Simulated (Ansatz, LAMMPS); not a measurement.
# An extra electron or hole in amorphous 29Ga2O3-71GeO2 (mol %) (86 atoms): runs compared

Aim: add and remove one electron in amorphous 29Ga2O3-71GeO2 (mol %) (86 atoms), with atoms held and relaxed, and read trapping energy and localisation.

Computed with Ansatz 0.2.0: Kohn-Sham DFT, PBE, PAW (set soft_2), plane waves.

## (1) The cell as built

The cell holds 86 atoms: 14 Ga, 17 Ge and 55 O. Its edges and angles: a = 10.758 Å, b = 10.758 Å, c = 10.758 Å, α = 90.0°, β = 90.0°, γ = 90.0°. 86 atoms (14 Fe, 17 Ge, 55 O) placed at random at 3.93 g/cm³, melted at 5000 K for 10 ps at fixed volume with the Morse and Coulomb pair potential with partial charges (Pedone, Malavasi, Menziani, Cormack and Segre, J. Phys. Chem. B 110, 11780 (2006)). Quenched from 5000 K to 300 K at 100 K/ps and fixed volume, held 5 ps, then minimised at fixed cell. Then Fe was replaced by Ga and the cell scaled by 1.006 (the potential has no terms for the new elements, so the cell is a start for a DFT relaxation).

Limits known from the start: The quench rate of 100 K/ps is orders of magnitude faster than experiment, which tends to freeze in extra defects. The network of bonds at the start is that of the classical potential that made the cell, and needn't be the one that DFT or experiment would give. Sampling is at Γ alone, for a cell whose shortest periodic width is 11 Å.

## (2) The reference run

The reference is a single point at the end of the relaxation.

The charged cells start from the geometry of this run, on a uniform background, with spin and a narrow Fermi–Dirac smearing.

Its input, with most atom lines left out:

```yaml
crystal:
  lattice:
    - [10.75796, 0.0, 0.0]
    - [0.0, 10.75796, 0.0]
    - [0.0, 0.0, 10.75796]
  atoms:
    - { symbol: Ga, position: [0.02661, 0.93136, 0.87939] }
    - { symbol: Ga, position: [0.09115, 0.20114, 0.53201] }
    - { symbol: Ga, position: [0.78464, 0.0831, 0.8966] }
    - { symbol: Ga, position: [0.96568, 0.15244, 0.09464] }
    - { symbol: Ga, position: [0.89384, 0.1121, 0.36253] }
    - { symbol: Ga, position: [0.10962, 0.32016, 0.24479] }
    - { symbol: Ga, position: [0.09116, 0.92323, 0.32863] }
    [... atom lines 8 to 86 left out ...]
kpoints:
  mp_grid: { grid: [1, 1, 1] }
hamiltonian:
  xc: pbe
scf:
  occupations: { method: fixed }
output:
  forces: true
  stress: true
  populations: intrinsic
  dos:
    method: { smearing: { sigma: 0.15 } }
    de: 0.1
    projected: { site_lists: { Ga: [Ga], Ge: [Ge], O: [O] } }
  eigenvalues: true
  write_density: true
  write_potential: true
  volumetric_format: npy
  elf: true
```

```
free energy per atom   : -1827.7102 eV/atom
r.m.s. force component : 0.00728 eV/Å
pressure               : -1.122 GPa
```

Filled and empty levels are parted by 1.74 eV (at Γ alone); a semilocal functional tends to put such gaps too low. In a disordered cell it changes from sample to sample, and tail or defect levels can set it.

## (3) The runs

Each row is one run, on 4 threads of AMD EPYC 9R14 (Zen 4), shared host. The free energy is the program's total, comparable only between runs with the same functional, potentials and atoms; between charge states it hangs on the program's zero of potential.

```
                                              run  atoms    outcome  ionic steps, all passes  free energy (eV)     time  host memory (GiB)
                        Single point at the start     86  converged                        -       -157174.695      9 s                1.8
                                       Relaxation     86  converged                       13       -157183.073     91 s                1.8
             Single point at the relaxed geometry     86  converged                        -       -157183.073     15 s                1.9
                    An extra electron, atoms held     86  converged                        -       -157177.282     41 s                3.1
                 An extra electron, atoms relaxed     86  converged                        8       -157177.327  2.1 min                3.0
An extra electron, levels at the relaxed geometry     86  converged                        -       -157177.327     40 s                3.1
          Neutral at the geometry of the electron     86  converged                        -       -157183.020     14 s                1.9
                        An extra hole, atoms held     86  converged                        -       -157186.892     72 s                3.1
                     An extra hole, atoms relaxed     86  converged                        6       -157187.049  2.7 min                3.1
    An extra hole, levels at the relaxed geometry     86  converged                        -       -157187.049     63 s                3.1
              Neutral at the geometry of the hole     86  converged                        -       -157182.844     14 s                1.9
```

Local excerpt of 10 atoms (numbers count through the whole input) about O44, which holds the most spin of the extra hole after relaxation; x, y, z are measured from there.

```
atom      x      y      z  distance (Å)  Löwdin charge (e)  moment (μB)
 O44   0.00   0.00   0.00          0.00              -0.60         0.26
Ga11   0.96  -1.52   0.46          1.86               1.03         0.00
Ga13  -1.11   1.51  -0.12          1.88               1.04         0.00
 O64  -1.00  -2.54   0.15          2.73              -0.67         0.01
 O47   2.64  -0.92  -0.33          2.81              -0.66         0.01
 O50   0.28   2.68  -0.85          2.82              -0.59         0.17
 O34  -0.49   2.30   1.59          2.84              -0.64         0.01
 O39  -2.58   0.92   1.10          2.95              -0.62         0.11
Ge15   2.85   0.85  -0.58          3.03               1.57         0.00
Ga12  -1.28   0.79   2.63          3.03               1.06         0.00
```

## (4) Energies and spread of the extra charge

Energies are differences within one cell and functional; the shift is the gain plus the neutral cell's energy at the new geometry, that is how much cheaper the vertical process becomes there. The spread is the participation number of the site moments (1/Σw², over the spin inside atomic spheres), with the atom that holds the largest share and the spin that the spheres hold in all.

```
 carrier  charged less neutral, atoms held (eV)  gain on relaxing (eV)  neutral cell at that geometry, less the reference (eV)  shift of the vertical energy (eV)       spread, atoms held         spread, relaxed
electron                                  5.791                  0.045                                                   0.054                              0.099   65; O72 4 % of 0.30 μB  56; O72 4 % of 0.38 μB
    hole                                 -3.819                  0.157                                                   0.230                              0.386  14; O44 15 % of 0.86 μB  6; O44 29 % of 0.88 μB
```

## (5) Findings

The extra electron gains 0.045 eV as the atoms relax, and its spin goes from about 65 to 56 atoms: it stays spread out at this level. The cell with the electron ends on a moment of 0.87 μB, short of the 1 μB of one unpaired electron, so the spin density holds only part of the carrier. With the atoms held, the spheres hold only 0.30 of the 0.71 μB, so the spread is read from a small part of the spin. The extra hole gains 0.16 eV as the atoms relax, and its spin goes from about 14 to 6 atoms: a partial localisation as the atoms move, with the largest share on O44. The O44–O64 distance goes from 2.84 to 2.73 Å. Adding the two vertical energies gives 1.97 eV, against a gap of 1.74 eV in the neutral cell. The zero of the potential cancels in this sum; the excess isn't taken apart here: charging of a small cell, filling of bands on a coarse mesh and the attraction to the background can all enter.

**Limits.** Single energies of charged cells hang on the program's zero of potential. In the spin-polarised runs the search for a state of lower energy was switched off. No distortion was seeded, so a trapped state behind a barrier can't be found. Local and semilocal functionals favour spread-out charges, so trapping can be missed. Charged cells carry a uniform background, with no correction for images.

The DFT runs together took 11 min of wall time.

[Logs are printed without paths, hosts, clocks, repeated set-up lines and the standing remarks that a program may print on its own settings, such as how far it seeks lower states.]

[Hosts, paths, dates, database ids (printed as entryN), source tags and the programs' standing remarks are cut or masked in the printed files.]
